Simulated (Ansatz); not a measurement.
# How fast states decay through CaH2S2

Wanted: the relaxed cell of CaH2S2, its band edges and its decay constants. It is built by putting S for O in the CaH2O2 structure of space group C2, with the volume rescaled by atomic radii. The parent structure comes from the Materials Project.

Main program and level: Ansatz 0.2.0; r2SCAN DFT, plane waves, PAW files, in the first sound run; inputs show where later runs differ.

The structure was built from a prototype and need not be the compound's stable phase.

### Step 1. The structure

Symmetry: C2, No. 5, monoclinic system. Conventional cell: a = 6.989 Å, b = 3.974 Å, c = 5.545 Å, α = 90.00°, β = 97.25°, γ = 90.00°. Ca has 6 S at 2.63 to 2.64 Å nearest. H has 1 S at 1.08 Å nearest. S has 2 H at 1.08 to 2.58 Å and 3 Ca at 2.63 to 2.64 Å nearest. It derives from CaH2O2. S for O in the CaH2O2 structure of space group C2. Farther neighbours and most contacts between anions are not listed.

### Step 2. Cell and atoms at rest

The substituted atoms don't fit the parent's cell, so cell and atoms relax together. A small smearing keeps the run stable in case the gap closes on the way.

Contents of input.yaml:

```yaml
crystal:
  lattice:
    - [3.4946354316, -1.9868273341, 0.0]
    - [3.4946354316, 1.9868273341, 0.0]
    - [-0.6998794975, 0.0, 5.5001790619]
  atoms:
    - { symbol: Ca, position: [0.945035, 0.054965, 0.0] }
    - { symbol: H, position: [0.14691, 0.430865, 0.583473] }
    - { symbol: H, position: [0.569135, 0.85309, 0.416527] }
    - { symbol: S, position: [0.254064, 0.361237, 0.769702] }
    - { symbol: S, position: [0.638763, 0.745936, 0.230298] }
kpoints:
  mp_grid: { grid: [6, 6, 4] }
scf:
  occupations: { method: gaussian, width: 0.03 }
hamiltonian:
  xc: r2scan
output:
  forces: true
  stress: true
relax:
  f_tol: 0.02
  max_steps: 60
  cell: {}
```

On the command line:

```bash
> ansatz run input.yaml --threads 2 --pin off --max-ram 4096MiB --backend cpu --events-out ev --progress --plain --runs-dir out
```

Numbers of over 12 decimals in the logs are rounded to 6 here.

What it wrote:

```text
Engine: ansatz 0.2.0, x86_64-unknown-linux-gnu
Pseudopotentials: kind: paw
Pseudopotential: Ca, paw, valence charge 10, recommended cutoff 500 eV (meta_gga), Ca.paw.azcp
Pseudopotential: H, paw, valence charge 1, recommended cutoff 500 eV (meta_gga), H.paw.azcp
Pseudopotential: S, paw, valence charge 6, recommended cutoff 500 eV (meta_gga), S.paw.azcp
Functional definition: r2SCAN
  parameter k0 = 0.174
  parameter k1 = 0.065
  parameter a1 = 4.9479
  exchange = r2scan_x(k0 = k0, k1 = k1, a1 = a1)
  correlation = r2scan_c
Crystal: 5 atoms, lattice volume = 76.378 Å³
Basis set: ecut = 500 eV, 1953 PW (Γ), exchange–correlation on 120×120×180 points (64 copies of the dense FFT grid, shifted against one another)
Bands: 17, of which v1, the nominal top of the filled ones, is band 12 counted from 1 (11 counted from 0)
Symmetry: 2 space group operations
Space group: C2 (ITA 5), of the structure as read, at distance tolerance 4.2e-5 Å
k-points: 47 of 144 (time reversal used)
Non-local potential: Ca, projectors of the file, l = 0: 3, l = 1: 2, l = 2: 2
Non-local potential: H, projectors of the file, l = 0: 2, l = 1: 1
Non-local potential: S, projectors of the file, l = 0: 2, l = 1: 2, l = 2: 2
PAW form: soft (Blöchl's): semilocal exchange-correlation on the pseudo side does not see the compensation charge
PAW frozen core: Ca, regenerated for the run's functional (the file was generated under x = pbe(κ = 0.804, μ = 0.219515), c = pbe(β = 0.066725))
PAW frozen core: S, regenerated for the run's functional (the file was generated under x = pbe(κ = 0.804, μ = 0.219515), c = pbe(β = 0.066725))
PAW one-centre angular grid: Ca, 302 points (default); XC on 160 Gauss nodes
PAW one-centre angular grid: H, 302 points (default); XC on 160 Gauss nodes
PAW one-centre angular grid: S, 302 points (default); XC on 160 Gauss nodes
Initial density: superposition of atomic densities (neutral atoms: chi_scale 0, normalization atom), corrected by the library's trained network
Initial wavefunctions: pseudopotential atomic-orbital guess
Functional: x = r2scan, c = r2scan; τ floored in thin density (d = 2e-4 eV/Å³)
SCF iter   1: F=—  HF=-3666.906582 eV  |F-HF|=—  |Δ(HF+E_count)|=         —  Δρ=5.13e-3  dr2=1.40e-2  dr2_τ=1.55e-1  ethr=1.77e-3  ⟨swp⟩=8.7  Hψ=5799  notcnv=0
preconditioner: auto → Resta (q_TF=auto, 2.250 Å⁻¹)  ε∞=3.1  [insulator: Δε(μ)=3.621 eV  Ē_g=11.796 eV  σ=0.030 eV  W_gap=1.00  n_scr=18 (ndim 8)  ℏωp=17.0 eV  f_vac=0.024  D(μ)=0.00/eV (n_scr^D=0)  ε∞_Penn≈3.1]
SCF iter   2: F=—  HF=-3666.856154 eV  |F-HF|=—  |Δ(HF+E_count)|=   5.04e-2  Δρ=2.96e-3  dr2=4.02e-3  dr2_τ=1.66e-4  ethr=5.82e-5  ⟨swp⟩=3.0  Hψ=2006  notcnv=0  defer=47
SCF iter   3: F=—  HF=-3666.853914 eV  |F-HF|=—  |Δ(HF+E_count)|=   2.24e-3  Δρ=4.72e-4  dr2=1.98e-4  dr2_τ=3.80e-5  ethr=1.68e-5  ⟨swp⟩=2.0  Hψ=1442  notcnv=0
automatic band count: iteration 3 solves 16 bands in place of 17: the levels show a gap, and the empty bands left out lie too high to hold charge; the band table lists the bands solved (type scf.n_extra_bands for more)
SCF iter   4: F=—  HF=-3666.853914 eV  |F-HF|=—  |Δ(HF+E_count)|=   1.66e-7  Δρ=1.38e-4  dr2=8.98e-6  dr2_τ=1.46e-6  ethr=8.27e-7  ⟨swp⟩=2.0  Hψ=1098  notcnv=0
SCF iter   5: F=—  HF=-3666.853920 eV  |F-HF|=—  |Δ(HF+E_count)|=   5.71e-6  Δρ=3.13e-5  dr2=7.37e-7  dr2_τ=6.13e-8  ethr=3.74e-8  ⟨swp⟩=2.8  Hψ=1414  notcnv=0
SCF iter   6: F=-3666.853920 eV  HF=-3666.853920 eV  |F-HF|=2.41e-8  |Δ(HF+E_count)|=   5.88e-7  Δρ=5.99e-6  dr2=3.78e-8  dr2_τ=2.98e-9  ethr=4.17e-10  ⟨swp⟩=5.0  Hψ=2923  notcnv=0
SCF 1 converged in 6 iterations: F = -3666.853920 eV  dr2 = 3.78e-8
  greatest PAW one-centre occupation: 0.995 electrons in one spin orbital (limit 2), on the Ca atom at site 0 (counted from 0), in its partial waves of l = 0
relax step   1: F+E_penalty+E_count = -3666.85392039 eV  Δ(F+E_penalty+E_count) = +0.000e0 eV  max|allowed force component| = 1.300e1 eV/Å  Δτ_max = 0.0000 Å  P = +33.309 GPa  Ω = 76.378 Å³  (6 SCF iters, dr2 threshold 1.00e-7 eV, accepted)
Crystal: 5 atoms, lattice volume = 86.589 Å³
Basis set: ecut = 500 eV, 2211 PW (Γ), exchange–correlation on 120×120×180 points (64 copies of the dense FFT grid, shifted against one another)
Initial density: handed on by an earlier stage of this run
Initial wavefunctions: those handed on with the density
iter 1 solved again at ethr=1.64e-3 eV; its pass at ethr=3.10e-3 eV (dr2=3.94e-1 eV) is discarded
SCF iter   1: F=—  HF=-3669.498772 eV  |F-HF|=—  |Δ(HF+E_count)|=         —  Δρ=2.46e-2  dr2=3.96e-1  dr2_τ=2.33e-1  ethr=1.64e-3  ⟨swp⟩=1.0  Hψ=5784  notcnv=0
automatic band count: iteration 1 solves 15 bands in place of 17: the levels show a gap, and the empty bands left out lie too high to hold charge; the band table lists the bands solved (type scf.n_extra_bands for more)
preconditioner: auto → Resta (q_TF=auto, 2.203 Å⁻¹)  ε∞=3.3  [insulator: Δε(μ)=3.693 eV  Ē_g=10.424 eV  σ=0.030 eV  W_gap=1.00  n_scr=22 (ndim 8)  ℏωp=16.0 eV  f_vac=0.065  D(μ)=0.00/eV (n_scr^D=0)  ε∞_Penn≈3.3]
SCF iter   2: F=—  HF=-3669.696546 eV  |F-HF|=—  |Δ(HF+E_count)|=   1.98e-1  Δρ=1.25e-2  dr2=1.11e-1  dr2_τ=2.61e-3  ethr=1.64e-3  ⟨swp⟩=3.0  Hψ=1191  notcnv=0
SCF iter   3: F=—  HF=-3669.667475 eV  |F-HF|=—  |Δ(HF+E_count)|=   2.91e-2  Δρ=1.62e-3  dr2=2.58e-3  dr2_τ=4.56e-4  ethr=4.64e-4  ⟨swp⟩=3.4  Hψ=1413  notcnv=0
SCF iter   4: F=—  HF=-3669.667822 eV  |F-HF|=—  |Δ(HF+E_count)|=   3.47e-4  Δρ=5.84e-4  dr2=3.54e-4  dr2_τ=2.57e-5  ethr=1.08e-5  ⟨swp⟩=2.6  Hψ=1428  notcnv=0
SCF iter   5: F=—  HF=-3669.668018 eV  |F-HF|=—  |Δ(HF+E_count)|=   1.96e-4  Δρ=1.31e-4  dr2=1.86e-5  dr2_τ=1.34e-6  ethr=1.47e-6  ⟨swp⟩=2.1  Hψ=1281  notcnv=0
SCF iter   6: F=—  HF=-3669.668027 eV  |F-HF|=—  |Δ(HF+E_count)|=   8.98e-6  Δρ=3.65e-5  dr2=1.89e-6  dr2_τ=1.78e-7  ethr=7.74e-8  ⟨swp⟩=2.0  Hψ=1220  notcnv=0
SCF iter   7: F=-3669.668027 eV  HF=-3669.668027 eV  |F-HF|=6.50e-8  |Δ(HF+E_count)|=   1.80e-7  Δρ=8.76e-6  dr2=7.99e-8  dr2_τ=5.81e-9  ethr=2.08e-9  ⟨swp⟩=5.0  Hψ=2663  notcnv=0
SCF 2 converged in 7 iterations: F = -3669.668027 eV  dr2 = 7.99e-8
relax step   2: F+E_penalty+E_count = -3669.66802744 eV  Δ(F+E_penalty+E_count) = -2.814e0 eV  max|allowed force component| = 4.504e0 eV/Å  Δτ_max = 0.1116 Å  P = +11.074 GPa  Ω = 86.589 Å³  energy of the carried Pulay correction = -2.731e-3 eV  (7 SCF iters, dr2 threshold 5.00e-7 eV, accepted)
Crystal: 5 atoms, lattice volume = 97.269 Å³
Basis set: ecut = 500 eV, 2461 PW (Γ), exchange–correlation on 120×120×180 points (64 copies of the dense FFT grid, shifted against one another)
[...]
relax step   3: F+E_penalty+E_count = -3670.34750384 eV  Δ(F+E_penalty+E_count) = -6.795e-1 eV  max|allowed force component| = 3.419e-1 eV/Å  Δτ_max = 0.1952 Å  P = +1.714 GPa  Ω = 97.269 Å³  energy of the carried Pulay correction = -5.248e-3 eV  (7 SCF iters, dr2 threshold 5.00e-7 eV, accepted)
[... from here on, the SCF cycles and remarks between the steps are left out ...]
relax step   4: F+E_penalty+E_count = -3670.36379380 eV  Δ(F+E_penalty+E_count) = -1.629e-2 eV  max|allowed force component| = 4.412e-1 eV/Å  Δτ_max = 0.0285 Å  P = +0.817 GPa  Ω = 98.102 Å³  energy of the carried Pulay correction = -5.431e-3 eV  (5 SCF iters, dr2 threshold 5.00e-7 eV, accepted)
relax step   5: F+E_penalty+E_count = -3670.38215678 eV  Δ(F+E_penalty+E_count) = -1.836e-2 eV  max|allowed force component| = 2.078e-1 eV/Å  Δτ_max = 0.0885 Å  P = +0.625 GPa  Ω = 98.208 Å³  energy of the carried Pulay correction = -5.454e-3 eV  (6 SCF iters, dr2 threshold 5.00e-7 eV, accepted)
relax step   6: F+E_penalty+E_count = -3670.38870631 eV  Δ(F+E_penalty+E_count) = -6.550e-3 eV  max|allowed force component| = 6.337e-2 eV/Å  Δτ_max = 0.0283 Å  P = +0.044 GPa  Ω = 99.014 Å³  energy of the carried Pulay correction = -5.630e-3 eV  (5 SCF iters, dr2 threshold 5.00e-7 eV, accepted)
relax step   7: F+E_penalty+E_count = -3670.39349444 eV  Δ(F+E_penalty+E_count) = -4.788e-3 eV  max|allowed force component| = 9.394e-2 eV/Å  Δτ_max = 0.0620 Å  P = -0.070 GPa  Ω = 99.293 Å³  energy of the carried Pulay correction = -5.690e-3 eV  (5 SCF iters, dr2 threshold 4.12e-7 eV, accepted)
relax step   8: F+E_penalty+E_count = -3670.39936734 eV  Δ(F+E_penalty+E_count) = -5.873e-3 eV  max|allowed force component| = 1.190e-1 eV/Å  Δτ_max = 0.0805 Å  P = -0.178 GPa  Ω = 100.034 Å³  energy of the carried Pulay correction = -5.850e-3 eV  (6 SCF iters, dr2 threshold 5.00e-7 eV, accepted)
relax step   9: F+E_penalty+E_count = -3670.40767938 eV  Δ(F+E_penalty+E_count) = -8.312e-3 eV  max|allowed force component| = 1.470e-2 eV/Å  Δτ_max = 0.0627 Å  P = -0.033 GPa  Ω = 99.071 Å³  energy of the carried Pulay correction = -5.642e-3 eV  (6 SCF iters, dr2 threshold 5.00e-7 eV, accepted)
relax step  10: F+E_penalty+E_count = -3670.40804063 eV  Δ(F+E_penalty+E_count) = -3.613e-4 eV  max|allowed force component| = 6.417e-2 eV/Å  Δτ_max = 0.0690 Å  P = +0.010 GPa  Ω = 98.448 Å³  energy of the carried Pulay correction = -5.507e-3 eV  (7 SCF iters, dr2 threshold 2.22e-8 eV, accepted)
relax step  11: F+E_penalty+E_count = -3670.40869178 eV  Δ(F+E_penalty+E_count) = -6.512e-4 eV  max|allowed force component| = 6.062e-2 eV/Å  Δτ_max = 0.0247 Å  P = -0.011 GPa  Ω = 98.155 Å³  energy of the carried Pulay correction = -5.443e-3 eV  (5 SCF iters, dr2 threshold 2.57e-7 eV, accepted)
relax step  12: F+E_penalty+E_count = -3670.40884904 eV  Δ(F+E_penalty+E_count) = -1.573e-4 eV  max|allowed force component| = 7.311e-4 eV/Å  Δτ_max = 0.0058 Å  P = +0.001 GPa  Ω = 98.291 Å³  energy of the carried Pulay correction = -5.472e-3 eV  (4 SCF iters, dr2 threshold 2.30e-7 eV, accepted)
Basis set: ecut = 500 eV, 2499 PW (Γ), exchange–correlation on 128×128×180 points (64 copies of the dense FFT grid, shifted against one another)
Initial wavefunctions: pseudopotential atomic-orbital guess (no wavefunctions were taken with the density)
iter 1 solved again at ethr=4.67e-7 eV; its pass at ethr=3.10e-3 eV (dr2=1.12e-4 eV) is discarded
SCF iter   1: F=—  HF=-3670.414737 eV  |F-HF|=—  |Δ(HF+E_count)|=         —  Δρ=4.93e-4  dr2=1.93e-5  dr2_τ=5.62e-5  ethr=4.67e-7  ⟨swp⟩=3.0  Hψ=7973  notcnv=0
preconditioner: auto → Resta (q_TF=auto, 2.157 Å⁻¹)  ε∞=3.1  [insulator: Δε(μ)=3.891 eV  Ē_g=10.462 eV  σ=0.030 eV  W_gap=1.00  n_scr=22 (ndim 8)  ℏωp=15.0 eV  f_vac=0.044  D(μ)=0.00/eV (n_scr^D=0)  ε∞_Penn≈3.1]
SCF iter   2: F=—  HF=-3670.415613 eV  |F-HF|=—  |Δ(HF+E_count)|=   8.76e-4  Δρ=2.57e-4  dr2=5.20e-6  dr2_τ=1.34e-5  ethr=8.03e-8  ⟨swp⟩=2.0  Hψ=1273  notcnv=0
SCF iter   3: F=—  HF=-3670.415750 eV  |F-HF|=—  |Δ(HF+E_count)|=   1.37e-4  Δρ=8.92e-6  dr2=4.62e-8  dr2_τ=1.73e-8  ethr=2.17e-8  ⟨swp⟩=2.0  Hψ=1175  notcnv=0
SCF iter   4: F=—  HF=-3670.415749 eV  |F-HF|=—  |Δ(HF+E_count)|=   1.71e-6  Δρ=2.40e-6  dr2=2.83e-9  dr2_τ=1.08e-9  ethr=1.93e-10  ⟨swp⟩=2.3  Hψ=1375  notcnv=0
SCF iter   5: F=—  HF=-3670.415749 eV  |F-HF|=—  |Δ(HF+E_count)|=   2.37e-8  Δρ=6.33e-7  dr2=3.44e-10  dr2_τ=5.75e-11  ethr=1.18e-11  ⟨swp⟩=2.0  Hψ=1175  notcnv=0
SCF iter   6: F=-3670.415749 eV  HF=-3670.415749 eV  |F-HF|=1.27e-11  |Δ(HF+E_count)|=   1.06e-9  Δρ=1.03e-7  dr2=9.63e-12  dr2_τ=3.93e-12  ethr=1.00e-12  ⟨swp⟩=5.0  Hψ=2910  notcnv=0
SCF 13 converged in 6 iterations: F = -3670.415749 eV  dr2 = 9.63e-12
relax step  13: F+E_penalty+E_count = -3670.41574865 eV  Δ(F+E_penalty+E_count) = -6.900e-3 eV  max|allowed force component| = 4.344e-3 eV/Å  Δτ_max = 0.0000 Å  P = +0.023 GPa  Ω = 98.291 Å³  stress off target by 4.18e-2 GPa  SCF on the basis re-selected at this cell (its energy is not comparable with the rows above)  (6 SCF iters)
basis re-selected at this cell: Δ(F+E_penalty+E_count) = -6.900e-3 eV, ΔP = +0.022 GPa vs the last step (what re-selecting the basis moved, of the pressure what is left beyond the Pulay correction that the steps carried, after the strain that the cell walked since its last selection, with what the two solves' SCF thresholds leave and, on support functions, any second-order correction that the steps lacked; it is no measure of the basis error at this ecutwfc). The dense FFT grid was sized anew with the basis: this SCF ran on 32×32×45 points, the steps before it on 30×30×45, so part of this shift can come from that change (see relax.cell in the input reference). [rest of the remark cut]
SCF converged after 6 iterations
Free energy (F): -3670.415749 eV
Harris-Foulkes:  -3670.415749 eV  (|F-HF|=1.27e-11)
Internal energy: -3670.415749 eV  (E = F + TS)
E sigma→0 (E₀):  -3670.415749 eV
Fermi energy:    3.979675 eV
--- Per-component energies (eV) ---
  E_band       = -233.074324
  E_kinetic    = 518.287874
  E_local      = -1308.174626  (includes V_loc(G=0)·N_el)
  E_nonlocal   = 122.442323
  E_hartree    = 447.081608
  E_xc         = -338.740930
  E_vxc        = -409.398626  (∫ρ·V_xc dr)
  E_paw        = -2083.882039  (= ΣΔE_a)
  E_vpaw       = -72.792804  (= ΣTr[D̂ρ^β])
  E_aug_tail   = -0.000828  (compensation charges beyond the density's cutoff)
  E_vtau       = 22.399200  (kinetic-family band-sum trace: ∫τ·v_τ [+ j·A + Jᵃ·Aᵃ] dr)
  E_ewald      = -1026.988931
  E_core_change = -0.440199  (= ΣΔE_core)
  E_smearing   = -0.000000  (= −TS)
  E_closure    = -0.000000  (closes the sum)
  Σ components = -3670.415749   (vs F -3670.415749, Δ=0.00e0)
--- Forces (eV/Å), atoms counted from 1 ---
  atom   1  Ca     0.00000000     0.00009598    -0.00000000
  atom   2  H      0.00022253     0.00004835     0.00434375
  atom   3  H     -0.00022253     0.00004835    -0.00434375
  atom   4  S     -0.00074333    -0.00009307    -0.00377829
  atom   5  S      0.00074333    -0.00009307     0.00377829
  max |Σ_I F_I| component: 6.54e-6 eV/Å
--- Stress (GPa, compression-positive) ---
        0.033883       0.000000       0.017075
        0.000000       0.029759       0.000000
        0.017075       0.000000       0.005130
  P = ⅓ Tr σ = 0.0229 GPa (0.229 kbar)
--- Relaxed structure (12 steps of the walk, 12 accepted, 1 SCFs on fresh bases) ---
  F+E_penalty+E_count = -3670.41574865 eV   max|allowed force component| = 4.344e-3 eV/Å   (the final SCF, on the basis selected at the relaxed cell)
  cell:  # Å, volume = 98.2906 Å³
    - [3.770965, -2.183592, 0.236142]
    - [3.770965, 2.183592, 0.236142]
    - [-0.383560, -1.0979085449557706e-16, 5.944380]
  atoms:
    - { symbol: Ca, position: [0.910768, 0.089232, -1.3877787807814457e-17] }
    - { symbol: H, position: [0.243589, 0.421979, 0.550261] }
    - { symbol: H, position: [0.578021, 0.756411, 0.449739] }
    - { symbol: S, position: [0.243984, 0.422455, 0.775570] }
    - { symbol: S, position: [0.577545, 0.756016, 0.224430] }
```

It took 80 s on 2 threads of Intel Xeon Platinum 8175M at 2.50GHz (Skylake/Cascade Lake), shared host; peak memory 0.6 GiB.

Relaxation path:

```
step  energy less that of the first step (eV)  largest force component (eV/Å)  pressure (GPa)  volume (Å³)
   1                                   0.0000                         12.9954           33.31        76.38
   2                                  -2.8141                          4.5036           11.07        86.59
   3                                  -3.4936                          0.3419            1.71        97.27
   4                                  -3.5099                          0.4412            0.82        98.10
   5                                  -3.5282                          0.2078            0.62        98.21
   6                                  -3.5348                          0.0634            0.04        99.01
   7                                  -3.5396                          0.0939           -0.07        99.29
   8                                  -3.5454                          0.1190           -0.18       100.03
   9                                  -3.5538                          0.0147           -0.03        99.07
  10                                  -3.5541                          0.0642            0.01        98.45
  11                                  -3.5548                          0.0606           -0.01        98.16
  12                                  -3.5549                          0.0007            0.00        98.29
 13*                                  -3.5618                          0.0043            0.02        98.29
```

Relaxation steps marked * repeat the geometry before them on a plane-wave basis chosen anew for their cell, so energy and pressure can jump there.

Forces are held to the 2 operations that the run works with; a distortion that breaks them can't arise in this run.

```
     cell as run  before  after   change
           a (Å)   4.020  4.364   +8.6 %
           b (Å)   4.020  4.364   +8.6 %
           c (Å)   5.545  5.957   +7.4 %
           α (°)   96.30  90.09   -6.4 %
           β (°)   96.30  90.09   -6.4 %
           γ (°)   59.24  60.05   +1.4 %
volume (Å³/atom)   15.28  19.66  +28.7 %
```

The atoms that moved most (Å, as changes of fractional coordinates times the final cell):

```
atom      dx      dy      dz  length
  H2   0.344  -0.231  -0.177   0.450
  H3  -0.344  -0.231   0.177   0.450
  S5  -0.191   0.156  -0.047   0.251
  S4   0.191   0.156   0.047   0.251
 Ca1   0.000   0.150   0.000   0.150
```

Final coordinates:

```cif
data_structure
_symmetry_space_group_name_H-M 'P 1'
_symmetry_Int_Tables_number 1
_cell_length_a 4.3639
_cell_length_b 4.3639
_cell_length_c 5.9567
_cell_angle_alpha 90.094
_cell_angle_beta 90.094
_cell_angle_gamma 60.049
_cell_volume 98.29
loop_
_atom_site_label
_atom_site_type_symbol
_atom_site_fract_x
_atom_site_fract_y
_atom_site_fract_z
_atom_site_occupancy
Ca1 Ca 0.91077 0.08923 0.00000 1
H2 H 0.24359 0.42198 0.55026 1
H3 H 0.57802 0.75641 0.44974 1
S4 S 0.24398 0.42245 0.77557 1
S5 S 0.57755 0.75602 0.22443 1
```

Numbers from this step:

* free energy: -3670.4157 eV
* Fermi energy: 3.980 eV
* pressure: 0.02292 GPa

The largest force component on a free atom ends at 0.0043 eV/Å.

[end of part 1 of 4]

[Logs are printed without paths, hosts, clocks, repeated set-up lines and the standing remarks that a program may print on its own settings, such as how far it seeks lower states.]

[Hosts, paths, dates, database ids (printed as entryN), source tags and the programs' standing remarks are cut or masked in the printed files.]
